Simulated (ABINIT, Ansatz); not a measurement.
## Ranks, solvers and switches in ABINIT: KZnF3 (Pm-3m)

Aim: time the self-energy step for KZnF3 (Pm-3m) over ranks and options.

Calculated with ABINIT 10.8.3; LDA and many-body steps on it, plane waves.

### Step 1. Starting point

Symmetry: Pm-3m, No. 221, cubic system. The conventional cell has a = 4.050 Å, b = 4.050 Å, c = 4.050 Å, α = 90.00°, β = 90.00°, γ = 90.00°. Nearest to K lie 12 F at 2.86 Å. Nearest to Zn lie 6 F at 2.03 Å. Nearest to F lie 2 Zn at 2.03 Å and 4 K at 2.86 Å. Farther neighbours, and contacts between anions beyond the nearest, are not listed.

The cell and positions come from the Crystallography Open Database and are kept as given unless a step says otherwise.

### Step 2. Base

This step: ABINIT 10.8.3; G0W0 on LDA, plane waves, norm-conserving pseudopotentials.

The self-energy is evaluated for the states that the input lists, and the quasiparticle equation is solved.

The input, run.abi:

```
acell 3*1.0 Angstrom
rprim 
  4.050000000000 0.000000000000 0.000000000000
  0.000000000000 4.050000000000 0.000000000000
  0.000000000000 0.000000000000 4.050000000000
ntypat 3
znucl 19 30 9
natom 5
typat 1 2 3 3 3
xred 
  0.000000000000 0.000000000000 0.000000000000
  0.500000000000 0.500000000000 0.500000000000
  0.500000000000 0.500000000000 0.000000000000
  0.000000000000 0.500000000000 0.500000000000
  0.500000000000 0.000000000000 0.500000000000
pp_dirpath "pseudos"
pseudos "K.upf, Zn.upf, F.upf"
ecut 36
ngkpt 2 2 2
nshiftk 1
shiftk 0 0 0
kptopt 1
chksymbreak 0
istwfk *1
occopt 1
irdwfk 1
optdriver 4
nband 75
gwcalctyp 0
ecutsigx 36
symsigma 1
nkptgw 2
kptgw 
  0.5000000000 0.5000000000 0.5000000000
  0.0000000000 0.0000000000 0.0000000000
bdgw 
  24 28
  23 28
ecuteps 4.5
irdscr 1
ppmodel 1
indata_prefix "in"
outdata_prefix "out"
tmpdata_prefix "tmp"
```

Launch:

```bash
$ OMP_NUM_THREADS=1 mpirun -n 56 abinit run.abi > log
```

The program printed:

```text
.Version 10.8.3 of ABINIT. v10.8.2 released Aug 2026.

 Symmetries : space group Pm -3 m (#221); Bravais cP (primitive cubic)
[... echo of the input left out ...]
== DATASET  1 ==================================================================
-   mpi_nproc: 56, omp_nthreads: 1 (-1 if OMP is not activated)

--- !DatasetInfo
iteration_state: {dtset: 1, }
dimensions: {natom: 5, nkpt: 4, mband: 75, nsppol: 1, nspinor: 1, nspden: 1, mpw: 4680, }
cutoff_energies: {ecut:  36.0, pawecutdg:  -1.0, }
electrons: {nelect:   5.00000000E+01, charge:   0.00000000E+00, occopt:   1.00000000E+00, tsmear:   1.00000000E-02, }

 SIGMA: Calculation of the GW corrections

 Based on a program developped by R.W. Godby, V. Olevano, G. Onida, and L. Reining.
 Incorporated in ABINIT by V. Olevano, G.-M. Rignanese, and M. Torrent.
.Using double precision arithmetic ; gwpc =  8

[... cell and pseudopotentials left out ...]
--------------------------------------------------------------------------------

 ==== K-mesh for the wavefunctions ====
 Number of points in the irreducible wedge :     4
[... list of points left out ...]
 Together with 48 symmetry operations and time-reversal symmetry
 yields     8 points in the full Brillouin Zone.

 ==== Q-mesh for screening function ====
 Number of points in the irreducible wedge :     4
[... list of points left out ...]
 Together with 48 symmetry operations and time-reversal symmetry
 yields     8 points in the full Brillouin Zone.

 vcoul_init : cutoff-mode = AUXILIARY_FUNCTION
 q-points for optical limit:   1
     1)      0.000010    0.000020    0.000030
 setmesh: FFT mesh size selected  =    45x   45x   45
          total number of points  =        91125

 Number of electrons calculated from density =   50.0000; Expected =   50.0000
 average of density, n =  0.111534
 r_s =    1.2887
 omega_plasma =   32.2151 [eV]

 === KS Band Gaps ===
  >>>> For spin  1
   Minimum direct gap =   5.4333 [eV], located at k-point      :   0.0000  0.0000  0.0000
   Fundamental gap    =   3.7358 [eV], Top of valence bands at :   0.5000  0.5000  0.5000
                                       Bottom of conduction at :   0.0000  0.0000  0.0000
 SIGMA fundamental parameters:
 PLASMON POLE MODEL  1
 number of plane-waves for SigmaX                 4625
 number of plane-waves for SigmaC and W            203
 number of plane-waves for wavefunctions          4625
 number of bands                                    75
 number of independent spin polarizations            1
 number of spinorial components                      1
 number of k-points in IBZ                           4
 number of q-points in IBZ                           4
 number of symmetry operations                      48
 number of k-points in BZ                            8
 number of q-points in BZ                            8
 number of frequencies for dSigma/dE                 9
 frequency step for dSigma/dE [eV]                0.25
 number of omega for Sigma on real axis              0
 max omega for Sigma on real axis  [eV]           0.00
 zcut for avoiding poles [eV]                     0.10

 EPSILON^-1 parameters (SCR file):
 dimension of the eps^-1 matrix on file            203
 dimension of the eps^-1 matrix used               203
 number of plane-waves for wavefunctions          4625
 number of bands                                    75
 number of q-points in IBZ                           4
 number of frequencies                               2
 number of real frequencies                          1
 number of imag frequencies                          1

 matrix elements of self-energy operator (all in [eV])

 Perturbative Calculation

--- !SelfEnergy_ee
iteration_state: {dtset: 1, }
kpoint     : [   0.500,    0.500,    0.500, ]
spin       : 1
KS_gap     :    8.371
QP_gap     :   12.776
Delta_QP_KS:    4.405
data: !SigmaeeData |
     Band     E0 <VxcDFT>   SigX SigC(E0)      Z dSigC/dE  Sig(E)    E-E0       E
       24   1.578 -28.882 -36.326   5.343   0.820  -0.219 -30.605  -1.723  -0.146
       25   1.578 -28.882 -36.326   5.343   0.820  -0.219 -30.605  -1.723  -0.146
       26   9.949 -11.845  -5.795  -3.012   0.883  -0.133  -9.163   2.682  12.630
[...]
--- !SelfEnergy_ee
iteration_state: {dtset: 1, }
kpoint     : [   0.000,    0.000,    0.000, ]
spin       : 1
KS_gap     :    5.433
QP_gap     :    9.390
Delta_QP_KS:    3.957
data: !SigmaeeData |
     Band     E0 <VxcDFT>   SigX SigC(E0)      Z dSigC/dE  Sig(E)    E-E0       E
[...]
27  10.205 -10.303  -4.442  -2.885   0.892  -0.121  -7.648   2.655  12.860
       28  10.205 -10.303  -4.442  -2.885   0.892  -0.121  -7.648   2.655  12.860

== END DATASET(S) ==============================================================
================================================================================

 -outvars: echo values of variables after computation  --------
           etotal      0.0000000000E+00
            nband          75
             nkpt           4
          spgroup         221
 [... the other variables as echoed above ...]

 Calculation completed.
```

The job ended after 5.8 s (56 MPI ranks of Arm Neoverse N1, host not shared; peak memory 2.4 GiB).

This step gave:

| Item | Value |
| --- | --- |
| G0W0 gap on the mesh | 7.807 eV |
| starting gap on the mesh | 3.736 eV |
| k of the valence top | 0.5, 0.5, 0.5 |
| k of the conduction bottom | 0, 0, 0 |
| Z at the valence top | 0.82 |
| Z at the conduction bottom | 0.874 |
| least direct G0W0 gap on the computed points | 9.391 eV |

The gap on the mesh goes from 3.74 eV to 7.81 eV, a correction of +4.07 eV.

### Step 3. Ranks (16 × 1)

run.abi is that of step 2.

Launch:

```bash
$ OMP_NUM_THREADS=1 mpirun -n 16 abinit run.abi > log
```

The program printed:

```text
.Version 10.8.3 of ABINIT. v10.8.2 released Aug 2026.

 Symmetries : space group Pm -3 m (#221); Bravais cP (primitive cubic)
[... echo of the input left out ...]
== DATASET  1 ==================================================================
-   mpi_nproc: 16, omp_nthreads: 1 (-1 if OMP is not activated)

--- !DatasetInfo
iteration_state: {dtset: 1, }
dimensions: {natom: 5, nkpt: 4, mband: 75, nsppol: 1, nspinor: 1, nspden: 1, mpw: 4680, }
cutoff_energies: {ecut:  36.0, pawecutdg:  -1.0, }
[...]
Band     E0 <VxcDFT>   SigX SigC(E0)      Z dSigC/dE  Sig(E)    E-E0       E
[...]
27  10.205 -10.303  -4.442  -2.885   0.892  -0.121  -7.648   2.655  12.860
       28  10.205 -10.303  -4.442  -2.885   0.892  -0.121  -7.648   2.655  12.860

== END DATASET(S) ==============================================================
================================================================================

 -outvars: echo values of variables after computation  --------
           etotal      0.0000000000E+00
            nband          75
             nkpt           4
          spgroup         221
 [... the other variables as echoed above ...]

 Calculation completed.
```

Run time: 6 s. Hardware: 16 MPI ranks; peak memory 0.7 GiB.

Read from the output:

```yaml
g0w0_gap_on_the_mesh: 7.807 eV
starting_gap_on_the_mesh: 3.736 eV
k_of_the_valence_top: 0.5, 0.5, 0.5
k_of_the_conduction_bottom: 0, 0, 0
least_direct_g0w0_gap_on_the_computed_points: 9.391 eV
```

Against G0W0 in ABINIT (2×2×2 mesh, 75 bands, screening to 122.5 eV, Godby-Needs plasmon pole), the gap moves by +0.000 eV.

### Step 4. Ranks (8 × 1)

run.abi is that of step 3.

Launch:

```bash
$ OMP_NUM_THREADS=1 mpirun -n 8 abinit run.abi > log
```

The program printed:

```text
.Version 10.8.3 of ABINIT. v10.8.2 released Aug 2026.

 Symmetries : space group Pm -3 m (#221); Bravais cP (primitive cubic)
[... echo of the input left out ...]
== DATASET  1 ==================================================================
-   mpi_nproc: 8, omp_nthreads: 1 (-1 if OMP is not activated)

--- !DatasetInfo
iteration_state: {dtset: 1, }
dimensions: {natom: 5, nkpt: 4, mband: 75, nsppol: 1, nspinor: 1, nspden: 1, mpw: 4680, }
cutoff_energies: {ecut:  36.0, pawecutdg:  -1.0, }
[...]
Band     E0 <VxcDFT>   SigX SigC(E0)      Z dSigC/dE  Sig(E)    E-E0       E
[...]
27  10.205 -10.303  -4.442  -2.885   0.892  -0.121  -7.648   2.655  12.860
       28  10.205 -10.303  -4.442  -2.885   0.892  -0.121  -7.648   2.655  12.860

== END DATASET(S) ==============================================================
================================================================================

 -outvars: echo values of variables after computation  --------
           etotal      0.0000000000E+00
            nband          75
             nkpt           4
          spgroup         221
 [... the other variables as echoed above ...]

 Calculation completed.
```

Run time: 6.8 s. Hardware: 8 MPI ranks; peak memory 1.1 GiB.

Read from the output:

| Quantity | Value |
| --- | --- |
| G0W0 gap on the mesh | 7.807 eV |
| starting gap on the mesh | 3.736 eV |
| k of the valence top | 0.5, 0.5, 0.5 |
| k of the conduction bottom | 0, 0, 0 |
| least direct G0W0 gap on the computed points | 9.391 eV |

Against G0W0 in ABINIT (2×2×2 mesh, 75 bands, screening to 122.5 eV, Godby-Needs plasmon pole), the gap moves by +0.000 eV.

### Step 5. Ranks (4 × 1)

run.abi is that of step 4.

Launch:

```bash
$ OMP_NUM_THREADS=1 mpirun -n 4 abinit run.abi > log
```

The program printed:

```text
.Version 10.8.3 of ABINIT. v10.8.2 released Aug 2026.

 Symmetries : space group Pm -3 m (#221); Bravais cP (primitive cubic)
[... echo of the input left out ...]
== DATASET  1 ==================================================================
-   mpi_nproc: 4, omp_nthreads: 1 (-1 if OMP is not activated)

--- !DatasetInfo
iteration_state: {dtset: 1, }
dimensions: {natom: 5, nkpt: 4, mband: 75, nsppol: 1, nspinor: 1, nspden: 1, mpw: 4680, }
cutoff_energies: {ecut:  36.0, pawecutdg:  -1.0, }
[...]
Band     E0 <VxcDFT>   SigX SigC(E0)      Z dSigC/dE  Sig(E)    E-E0       E
[...]
27  10.205 -10.303  -4.442  -2.885   0.892  -0.121  -7.648   2.655  12.860
       28  10.205 -10.303  -4.442  -2.885   0.892  -0.121  -7.648   2.655  12.860

== END DATASET(S) ==============================================================
================================================================================

 -outvars: echo values of variables after computation  --------
           etotal      0.0000000000E+00
            nband          75
             nkpt           4
          spgroup         221
 [... the other variables as echoed above ...]

 Calculation completed.
```

Elapsed: 8.7 s, on 4 MPI ranks; peak memory 0.66 GiB.

Numbers from this step:

| Property | Result |
| --- | --- |
| G0W0 gap on the mesh | 7.807 eV |
| starting gap on the mesh | 3.736 eV |
| k of the valence top | 0.5, 0.5, 0.5 |
| k of the conduction bottom | 0, 0, 0 |
| least direct G0W0 gap on the computed points | 9.391 eV |

Against G0W0 in ABINIT (2×2×2 mesh, 75 bands, screening to 122.5 eV, Godby-Needs plasmon pole), the gap moves by +0.000 eV.

### Step 6. Ranks (2 × 1)

run.abi is that of step 5.

Launch:

```bash
$ OMP_NUM_THREADS=1 mpirun -n 2 abinit run.abi > log
```

The program printed:

```text
.Version 10.8.3 of ABINIT. v10.8.2 released Aug 2026.

 Symmetries : space group Pm -3 m (#221); Bravais cP (primitive cubic)
[... echo of the input left out ...]
== DATASET  1 ==================================================================
-   mpi_nproc: 2, omp_nthreads: 1 (-1 if OMP is not activated)

--- !DatasetInfo
iteration_state: {dtset: 1, }
dimensions: {natom: 5, nkpt: 4, mband: 75, nsppol: 1, nspinor: 1, nspden: 1, mpw: 4680, }
cutoff_energies: {ecut:  36.0, pawecutdg:  -1.0, }
[...]
Band     E0 <VxcDFT>   SigX SigC(E0)      Z dSigC/dE  Sig(E)    E-E0       E
[...]
27  10.205 -10.303  -4.442  -2.885   0.892  -0.121  -7.648   2.655  12.860
       28  10.205 -10.303  -4.442  -2.885   0.892  -0.121  -7.648   2.655  12.860

== END DATASET(S) ==============================================================
================================================================================

 -outvars: echo values of variables after computation  --------
           etotal      0.0000000000E+00
            nband          75
             nkpt           4
          spgroup         221
 [... the other variables as echoed above ...]

 Calculation completed.
```

It took 13 s on 2 MPI ranks; peak memory 0.45 GiB; 25 s of CPU time.

This step gave:

| Property | Result |
| --- | --- |
| G0W0 gap on the mesh | 7.807 eV |
| starting gap on the mesh | 3.736 eV |
| k of the valence top | 0.5, 0.5, 0.5 |
| k of the conduction bottom | 0, 0, 0 |
| least direct G0W0 gap on the computed points | 9.391 eV |

Against G0W0 in ABINIT (2×2×2 mesh, 75 bands, screening to 122.5 eV, Godby-Needs plasmon pole), the gap moves by +0.000 eV.

### Step 7. Ranks (1 × 1)

run.abi is that of step 6.

Launch:

```bash
$ OMP_NUM_THREADS=1 abinit run.abi > log
```

The program printed:

```text
.Version 10.8.3 of ABINIT. v10.8.2 released Aug 2026.

 Symmetries : space group Pm -3 m (#221); Bravais cP (primitive cubic)
[... echo of the input left out ...]
== DATASET  1 ==================================================================
-   mpi_nproc: 1, omp_nthreads: 1 (-1 if OMP is not activated)

--- !DatasetInfo
iteration_state: {dtset: 1, }
dimensions: {natom: 5, nkpt: 4, mband: 75, nsppol: 1, nspinor: 1, nspden: 1, mpw: 4680, }
cutoff_energies: {ecut:  36.0, pawecutdg:  -1.0, }
[...]
Band     E0 <VxcDFT>   SigX SigC(E0)      Z dSigC/dE  Sig(E)    E-E0       E
[...]
27  10.205 -10.303  -4.442  -2.885   0.892  -0.121  -7.648   2.655  12.860
       28  10.205 -10.303  -4.442  -2.885   0.892  -0.121  -7.648   2.655  12.860

== END DATASET(S) ==============================================================
================================================================================

 -outvars: echo values of variables after computation  --------
           etotal      0.0000000000E+00
            nband          75
             nkpt           4
          spgroup         221
 [... the other variables as echoed above ...]

 Calculation completed.
```

It took 20 s on 1 MPI rank; peak memory 0.3 GiB.

Read from the output:

| Quantity | Value |
| --- | --- |
| G0W0 gap on the mesh | 7.807 eV |
| starting gap on the mesh | 3.736 eV |
| k of the valence top | 0.5, 0.5, 0.5 |
| k of the conduction bottom | 0, 0, 0 |
| least direct G0W0 gap on the computed points | 9.391 eV |

Against G0W0 in ABINIT (2×2×2 mesh, 75 bands, screening to 122.5 eV, Godby-Needs plasmon pole), the gap moves by +0.000 eV.

### Step 8. Threads in place of ranks (14 × 4)

run.abi is that of step 7.

Launch:

```bash
$ OMP_NUM_THREADS=4 mpirun -n 14 abinit run.abi > log
```

The program printed:

```text
.Version 10.8.3 of ABINIT. v10.8.2 released Aug 2026.

 Symmetries : space group Pm -3 m (#221); Bravais cP (primitive cubic)
[... echo of the input left out ...]
== DATASET  1 ==================================================================
-   mpi_nproc: 14, omp_nthreads: 4 (-1 if OMP is not activated)

--- !DatasetInfo
iteration_state: {dtset: 1, }
dimensions: {natom: 5, nkpt: 4, mband: 75, nsppol: 1, nspinor: 1, nspden: 1, mpw: 4680, }
cutoff_energies: {ecut:  36.0, pawecutdg:  -1.0, }
[...]
Band     E0 <VxcDFT>   SigX SigC(E0)      Z dSigC/dE  Sig(E)    E-E0       E
[...]
27  10.205 -10.303  -4.442  -2.885   0.892  -0.121  -7.648   2.655  12.860
       28  10.205 -10.303  -4.442  -2.885   0.892  -0.121  -7.648   2.655  12.860

== END DATASET(S) ==============================================================
================================================================================

 -outvars: echo values of variables after computation  --------
           etotal      0.0000000000E+00
            nband          75
             nkpt           4
          spgroup         221
 [... the other variables as echoed above ...]

 Calculation completed.
```

Elapsed: 5.5 s, on 14 MPI ranks; peak memory 0.62 GiB.

Read from the output:

* G0W0 gap on the mesh: 7.807 eV
* starting gap on the mesh: 3.736 eV
* k of the valence top: 0.5, 0.5, 0.5
* k of the conduction bottom: 0, 0, 0
* least direct G0W0 gap on the computed points: 9.391 eV

Against G0W0 in ABINIT (2×2×2 mesh, 75 bands, screening to 122.5 eV, Godby-Needs plasmon pole), the gap moves by +0.000 eV.

### Step 9. No symmetry

Changes to run.abi since step 8:

```diff
@@ -30,3 +30,3 @@
 ecutsigx 36
-symsigma 1
+symsigma 0
 nkptgw 2
```

Launch:

```bash
$ OMP_NUM_THREADS=1 mpirun -n 56 abinit run.abi > log
```

The program printed:

```text
.Version 10.8.3 of ABINIT. v10.8.2 released Aug 2026.

 Symmetries : space group Pm -3 m (#221); Bravais cP (primitive cubic)
[... echo of the input left out ...]
== DATASET  1 ==================================================================
-   mpi_nproc: 56, omp_nthreads: 1 (-1 if OMP is not activated)

--- !DatasetInfo
iteration_state: {dtset: 1, }
dimensions: {natom: 5, nkpt: 4, mband: 75, nsppol: 1, nspinor: 1, nspden: 1, mpw: 4680, }
cutoff_energies: {ecut:  36.0, pawecutdg:  -1.0, }
[...]
Band     E0 <VxcDFT>   SigX SigC(E0)      Z dSigC/dE  Sig(E)    E-E0       E
[...]
27  10.205 -10.303  -4.442  -2.885   0.892  -0.121  -7.648   2.655  12.860
       28  10.205 -10.303  -4.442  -2.885   0.892  -0.121  -7.648   2.655  12.860

== END DATASET(S) ==============================================================
================================================================================

 -outvars: echo values of variables after computation  --------
           etotal      0.0000000000E+00
            nband          75
             nkpt           4
          spgroup         221
 [... the other variables as echoed above ...]

 Calculation completed.
```

Run time: 6.3 s. Hardware: 56 MPI ranks; peak memory 6.5 GiB; 5.6 min of CPU time.

Read from the output:

* G0W0 gap on the mesh: 7.806 eV
* starting gap on the mesh: 3.736 eV
* k of the valence top: 0.5, 0.5, 0.5
* k of the conduction bottom: 0, 0, 0
* least direct G0W0 gap on the computed points: 9.387 eV

Against G0W0 in ABINIT (2×2×2 mesh, 75 bands, screening to 122.5 eV, Godby-Needs plasmon pole), the gap moves by −0.001 eV.

(Continued in part 2 of 2.)

[Long decimals in the printed logs are rounded to 6 places.]

[Logs are printed without paths, hosts, clocks, repeated set-up lines and the standing remarks that a program may print on its own settings, such as how far it seeks lower states.]

[Paths, hosts, dates, memory and timing lines, banners, echoed tables and standing remarks are left out of the program output; an Ansatz launch command may be rebuilt from the run's recorded settings. Measured values are a selection of at most five: reports struck by readers or far from the other reports are left out. None is set beside runs whose start may be inverted or whose files or cutoffs have a known fault.]

[Runs of the session that timed out or met a known fault of the program may be left out.]

[Hosts, paths, dates, database ids (printed as entryN), source tags and the programs' standing remarks are cut or masked in the printed files.]

[G0W0 gaps are taken among the corrected bands and points alone; a level outside them can change the order at an edge.]

[Where Ansatz stands beside ABINIT at settings called matched, ABINIT's density can come from a denser mesh and the files from another edition; pairs whose starting gaps differed by over 0.03 eV were left out, so agreement reads better than it is.]
